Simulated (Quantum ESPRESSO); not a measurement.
**HfN (Fm-3m): zone-centre phonons**

Which modes does HfN (Fm-3m) have at the zone centre?

Calculated with Quantum ESPRESSO 7.5; DFT LDA, scalar-relativistic, plane waves, PseudoDojo norm-conserving pseudopotentials.

The database entry behind the starting cell differs from later determinations by our own check (about 0.3 % short), so it need not match the best structure at ambient conditions.

## 1. Set-up

It takes space group Fm-3m (No. 225, cubic). The conventional cell has a = 4.512 Å, b = 4.512 Å, c = 4.512 Å, α = 90.00°, β = 90.00°, γ = 90.00°. Nearest to Hf lie 6 N at 2.26 Å. Nearest to N lie 6 Hf at 2.26 Å. Farther neighbours and most contacts between anions are not listed.

## 2. A first look

A cheap run with smearing and empty bands tells whether the crystal has a gap, which decides between fixed occupations and smearing later on.

Contents of probe.in:

```
&CONTROL
  calculation = 'scf'
  prefix      = 'x'
  outdir      = './tmp'
  pseudo_dir  = './pseudo'
  tprnfor     = .true.
  tstress     = .true.
  verbosity   = 'high'
/
&SYSTEM
  ibrav       = 2
  celldm(1)   = 8.52644427
  nat         = 2
  ntyp        = 2
  ecutwfc     = 92.0
  occupations = 'smearing'
  smearing    = 'gaussian'
  degauss     = 0.01
/
&ELECTRONS
  conv_thr         = 1.0d-07
  mixing_beta      = 0.7
  electron_maxstep = 100
/
ATOMIC_SPECIES
 Hf    178.4900  Hf.upf
 N      14.0070  N.upf
ATOMIC_POSITIONS crystal
 Hf     0.000000000   0.000000000   0.000000000
 N      0.500000000   0.500000000   0.500000000
K_POINTS automatic
 8 8 8 0 0 0
```

Launch:

```sh
$ OMP_NUM_THREADS=1 mpirun -n 8 pw.x -nk 8 -in probe.in > probe.out
```

The log of the run:

```text
[banners, grids, parts of the stress and lines that vanish by symmetry left out]
Program PWSCF v.7.5
     bravais-lattice index     =            2
     lattice parameter (alat)  =       8.5264  a.u.
[...]
kinetic-energy cutoff     =      92.0000  Ry
     charge density cutoff     =     368.0000  Ry
     scf convergence threshold =      1.0E-07
[...]
Exchange-correlation= SLA  PW   NOGX NOGC
                           (   1   4   0   0   0   0   0)
[...]
48 Sym. Ops., with inversion, found
[...]
(     0          1          0      )
                  (     0          0          1      )
[...]
(  0.0000000  1.0000000  0.0000000 )
                  (  0.0000000  0.0000000  1.0000000 )
[...]
(     1          0         -1      )
                  (     0          0         -1      )
[...]
(  0.0000000 -1.0000000  0.0000000 )
[...]
(     0          1         -1      )
                  (     0          1          0      )
[...]
( -1.0000000  0.0000000  0.0000000 )
                  (  0.0000000  1.0000000  0.0000000 )
[...]
number of k points=    29  Gaussian smearing, width (Ry)=  0.0100
[...]
End of self-consistent calculation
[...]
the Fermi energy is    18.4042 ev
!    total energy              =    -133.92293585 Ry
[...]
convergence has been achieved in   9 iterations
[...]
atom    1 type  1   force =     0.00000000    0.00000000    0.00000000
     atom    2 type  2   force =     0.00000000    0.00000000    0.00000000
[...]
Total force =     0.000000     Total SCF correction =     0.000000
[...]
total   stress  (Ry/bohr**3)                   (kbar)     P=     -121.47
[...]
XML data file, charge density, pseudopotentials, collected wavefunctions

   JOB DONE.
```

Wall time 3.2 s (8 MPI ranks of Arm Neoverse V1, shared host).

This step gave:

```yaml
volume_per_atom: 11.48 Å³
pressure: -12.15 GPa
gap_on_the_k_mesh: 0 eV
```

No gap opens on this mesh, so smearing is kept; the start stands at -12 GPa.

## 3. Relaxation

The relaxation runs at a cutoff a fifth above that of the response, since stress converges more slowly with the basis than frequencies do. Forces and stress are brought to rest with tight thresholds.

Contents of relax.in:

```
&CONTROL
  calculation   = 'vc-relax'
  prefix        = 'x'
  outdir        = './tmp'
  pseudo_dir    = './pseudo'
  tprnfor       = .true.
  tstress       = .true.
  forc_conv_thr = 2.0d-05
  etot_conv_thr = 1.0d-07
  nstep         = 40
/
&SYSTEM
  ibrav       = 2
  celldm(1)   = 8.52644427
  nat         = 2
  ntyp        = 2
  ecutwfc     = 110
  occupations = 'smearing'
  smearing    = 'mv'
  degauss     = 0.02
/
&ELECTRONS
  conv_thr         = 1.0d-11
  mixing_beta      = 0.7
  electron_maxstep = 100
/
&IONS
/
&CELL
  press_conv_thr = 0.2
/
ATOMIC_SPECIES
 Hf    178.4900  Hf.upf
 N      14.0070  N.upf
ATOMIC_POSITIONS crystal
 Hf     0.000000000   0.000000000   0.000000000
 N      0.500000000   0.500000000   0.500000000
K_POINTS automatic
 14 14 14 0 0 0
```

Launch:

```sh
$ OMP_NUM_THREADS=1 mpirun -n 8 pw.x -nk 8 -in relax.in > relax.out
```

The log of the run:

```text
[banners, grids, parts of the stress and lines that vanish by symmetry left out]
[banner, memory and clock lines left out]
Program PWSCF v.7.5

[...]
kinetic-energy cutoff     =     110.0000  Ry
     charge density cutoff     =     440.0000  Ry
     scf convergence threshold =      1.0E-11
[...]
energy convergence thresh.=      1.0E-07
     force convergence thresh. =      2.0E-05
     press convergence thresh. =      2.0E-01
     Exchange-correlation= SLA  PW   NOGX NOGC
                           (   1   4   0   0   0   0   0)
[...]
48 Sym. Ops., with inversion, found
[...]
number of k points=   104  Marzari-Vanderbilt smearing, width (Ry)=  0.0200
[...]
End of self-consistent calculation
[...]
the Fermi energy is    18.4197 ev
!    total energy              =    -133.92378792 Ry
[...]
convergence has been achieved in  12 iterations
[...]
atom    1 type  1   force =     0.00000000    0.00000000   -0.00000000
     atom    2 type  2   force =     0.00000000    0.00000000    0.00000000
     Total force =     0.000000     Total SCF correction =     0.000000
[...]
total   stress  (Ry/bohr**3)                   (kbar)     P=     -123.65
[...]
number of bfgs steps    =   0
[...]
CELL_PARAMETERS (alat=  8.52644427)
[...]
ATOMIC_POSITIONS (crystal)
Hf              -0.0000000000        0.0000000000        0.0000000000
N                0.5000000000        0.5000000000        0.5000000000
[...]
New effective cutoffs (rho, wfc):  457.81  114.76
[...]
End of self-consistent calculation
[...]
the Fermi energy is    19.6790 ev
!    total energy              =    -133.92604512 Ry
[...]
convergence has been achieved in   9 iterations
[...]
atom    1 type  1   force =     0.00000000    0.00000000    0.00000000
     atom    2 type  2   force =    -0.00000000   -0.00000000    0.00000000
     Total force =     0.000000     Total SCF correction =     0.000000
[...]
total   stress  (Ry/bohr**3)                   (kbar)     P=       64.94
[...]
number of bfgs steps    =   1
[...]
CELL_PARAMETERS (alat=  8.52644427)
[...]
ATOMIC_POSITIONS (crystal)
Hf              -0.0000000000        0.0000000000       -0.0000000000
N                0.5000000000        0.5000000000        0.5000000000
[...]
New effective cutoffs (rho, wfc):  451.30  113.13
[...]
End of self-consistent calculation
[...]
the Fermi energy is    19.2478 ev
!    total energy              =    -133.92667911 Ry
[...]
convergence has been achieved in   9 iterations
[...]
atom    1 type  1   force =     0.00000000    0.00000000   -0.00000000
     atom    2 type  2   force =     0.00000000    0.00000000   -0.00000000
     Total force =     0.000000     Total SCF correction =     0.000000
[...]
total   stress  (Ry/bohr**3)                   (kbar)     P=       -4.56
[...]
number of bfgs steps    =   2
[...]
CELL_PARAMETERS (alat=  8.52644427)
[...]
ATOMIC_POSITIONS (crystal)
[...]
New effective cutoffs (rho, wfc):  451.72  113.24
[...]
End of self-consistent calculation
[...]
the Fermi energy is    19.2762 ev
!    total energy              =    -133.92668249 Ry
[...]
convergence has been achieved in   7 iterations
[...]
atom    1 type  1   force =     0.00000000   -0.00000000    0.00000000
     atom    2 type  2   force =    -0.00000000    0.00000000   -0.00000000
     Total force =     0.000000     Total SCF correction =     0.000000
[...]
total   stress  (Ry/bohr**3)                   (kbar)     P=       -0.15
[...]
number of bfgs steps    =   3
[...]
small trust_radius: resetting bfgs history
[...]
CELL_PARAMETERS (alat=  8.52644427)
[...]
ATOMIC_POSITIONS (crystal)
[...]
New effective cutoffs (rho, wfc):  451.75  113.24
[...]
End of self-consistent calculation
[...]
the Fermi energy is    19.2777 ev
!    total energy              =    -133.92668249 Ry
[...]
convergence has been achieved in   5 iterations
[...]
atom    1 type  1   force =    -0.00000000   -0.00000000   -0.00000000
     atom    2 type  2   force =    -0.00000000   -0.00000000   -0.00000000
     Total force =     0.000000     Total SCF correction =     0.000000
[...]
total   stress  (Ry/bohr**3)                   (kbar)     P=        0.09
[...]
bfgs converged in   5 scf cycles and   4 bfgs steps
[...]
End of BFGS Geometry Optimization
     Final enthalpy           =    -133.9266824938 Ry
     File ./tmp/x.bfgs deleted, as requested
[...]
CELL_PARAMETERS (alat=  8.52644427)
[...]
ATOMIC_POSITIONS (crystal)
Hf              -0.0000000000        0.0000000000       -0.0000000000
N                0.5000000000        0.5000000000        0.5000000000
[...]
Final scf calculation at the relaxed structure.
[...]
kinetic-energy cutoff     =     110.0000  Ry
     charge density cutoff     =     440.0000  Ry
     scf convergence threshold =      1.0E-13
[...]
press convergence thresh. =      2.0E-01
     Exchange-correlation= SLA  PW   NOGX NOGC
                           (   1   4   0   0   0   0   0)
[...]
48 Sym. Ops., with inversion, found
[...]
number of k points=   104  Marzari-Vanderbilt smearing, width (Ry)=  0.0200
[...]
End of self-consistent calculation
[...]
the Fermi energy is    19.2777 ev
!    total energy              =    -133.92668021 Ry
[...]
convergence has been achieved in  14 iterations
[...]
atom    1 type  1   force =     0.00000000   -0.00000000    0.00000000
     atom    2 type  2   force =     0.00000000    0.00000000   -0.00000000
     Total force =     0.000000     Total SCF correction =     0.000000
[...]
total   stress  (Ry/bohr**3)                   (kbar)     P=        0.07
[...]
XML data file, charge density, pseudopotentials, collected wavefunctions
```

Elapsed: 64 s, on 8 MPI ranks; 8.5 min of CPU time.

The steps of the relaxation:

```csv
step,energy less that of the first step (eV),largest force (eV/Å),pressure (GPa),volume (Å³)
1,0.0000,0.0000,-12.37,22.96
2,-0.0307,0.0000,6.49,21.55
3,-0.0393,0.0000,-0.46,22.01
4,-0.0394,0.0000,-0.01,21.98
5,-0.0394,0.0000,0.01,21.98
6,-0.0394,0.0000,0.01,21.98
```

```csv
"conventional cell, symmetrised",before,after,change
a (Å),4.512,4.447,-1.4 %
b (Å),4.512,4.447,-1.4 %
c (Å),4.512,4.447,-1.4 %
volume (Å³/atom),11.48,10.99,-4.3 %
```

The relaxed structure:

```cif
data_structure
_symmetry_space_group_name_H-M 'P 1'
_symmetry_Int_Tables_number 1
_cell_length_a 3.1443
_cell_length_b 3.1443
_cell_length_c 3.1443
_cell_angle_alpha 60.000
_cell_angle_beta 60.000
_cell_angle_gamma 60.000
_cell_volume 21.98
loop_
_atom_site_label
_atom_site_type_symbol
_atom_site_fract_x
_atom_site_fract_y
_atom_site_fract_z
_atom_site_occupancy
Hf1 Hf 0.00000 0.00000 0.00000 1
N2 N 0.50000 0.50000 0.50000 1
```

The last row of the table of steps is pw.x's closing run on a basis chosen anew for the final cell, so its energy can jump.

This step gave:

| Property | Result |
| --- | --- |
| volume per atom | 10.99 Å³ |
| pressure | 0.007000 GPa |

The volume changes by -4.3 % from the cell with which this run began.

## 4. Self-consistent run for the response

Perturbation theory inherits every error of the wavefunctions, so the threshold is set near the limit of the arithmetic. Smearing stays on, as the first look found no gap above 0.3 eV.

Contents of scf.in:

```
&CONTROL
  calculation = 'scf'
  prefix      = 'x'
  outdir      = './tmp'
  pseudo_dir  = './pseudo'
  tprnfor     = .true.
  tstress     = .true.
/
&SYSTEM
  ibrav       = 2
  celldm(1)   = 8.40306386
  nat         = 2
  ntyp        = 2
  ecutwfc     = 92.0
  occupations = 'smearing'
  smearing    = 'mv'
  degauss     = 0.02
/
&ELECTRONS
  conv_thr         = 1.0d-12
  mixing_beta      = 0.7
  electron_maxstep = 100
/
ATOMIC_SPECIES
 Hf    178.4900  Hf.upf
 N      14.0070  N.upf
ATOMIC_POSITIONS crystal
 Hf     0.000000000   0.000000000   0.000000000
 N      0.500000000   0.500000000   0.500000000
K_POINTS automatic
 16 16 16 0 0 0
```

Launch:

```sh
$ OMP_NUM_THREADS=1 mpirun -n 8 pw.x -nk 8 -in scf.in > scf.out
```

The log of the run:

```text
[banners, grids, parts of the stress and lines that vanish by symmetry left out]
[banner, memory and clock lines left out]
Program PWSCF v.7.5

[...]
kinetic-energy cutoff     =      92.0000  Ry
     charge density cutoff     =     368.0000  Ry
     scf convergence threshold =      1.0E-12
[...]
Exchange-correlation= SLA  PW   NOGX NOGC
                           (   1   4   0   0   0   0   0)
[...]
48 Sym. Ops., with inversion, found
[...]
number of k points=   145  Marzari-Vanderbilt smearing, width (Ry)=  0.0200
[...]
End of self-consistent calculation
[...]
the Fermi energy is    19.2760 ev
!    total energy              =    -133.92688414 Ry
[...]
convergence has been achieved in  13 iterations
[...]
atom    1 type  1   force =     0.00000000    0.00000000    0.00000000
     atom    2 type  2   force =     0.00000000    0.00000000   -0.00000000
     Total force =     0.000000     Total SCF correction =     0.000000
[...]
total   stress  (Ry/bohr**3)                   (kbar)     P=       -0.40
[...]
XML data file, charge density, pseudopotentials, collected wavefunctions
```

Elapsed: 15 s, on 8 MPI ranks; 1.9 min of CPU time.

Read from the output:

- pressure: -0.04 GPa

The cell stands at -0.04 GPa, close enough for phonons.

[end of part 1 of 2]

[Host names and launcher messages were left out of these logs when they were recorded.]

[Logs are printed without paths, hosts, clocks, repeated set-up lines and the standing remarks that a program may print on its own settings, such as how far it seeks lower states.]

[Hosts, paths, dates, database ids (printed as entryN), source tags and the programs' standing remarks are cut or masked in the printed files.]
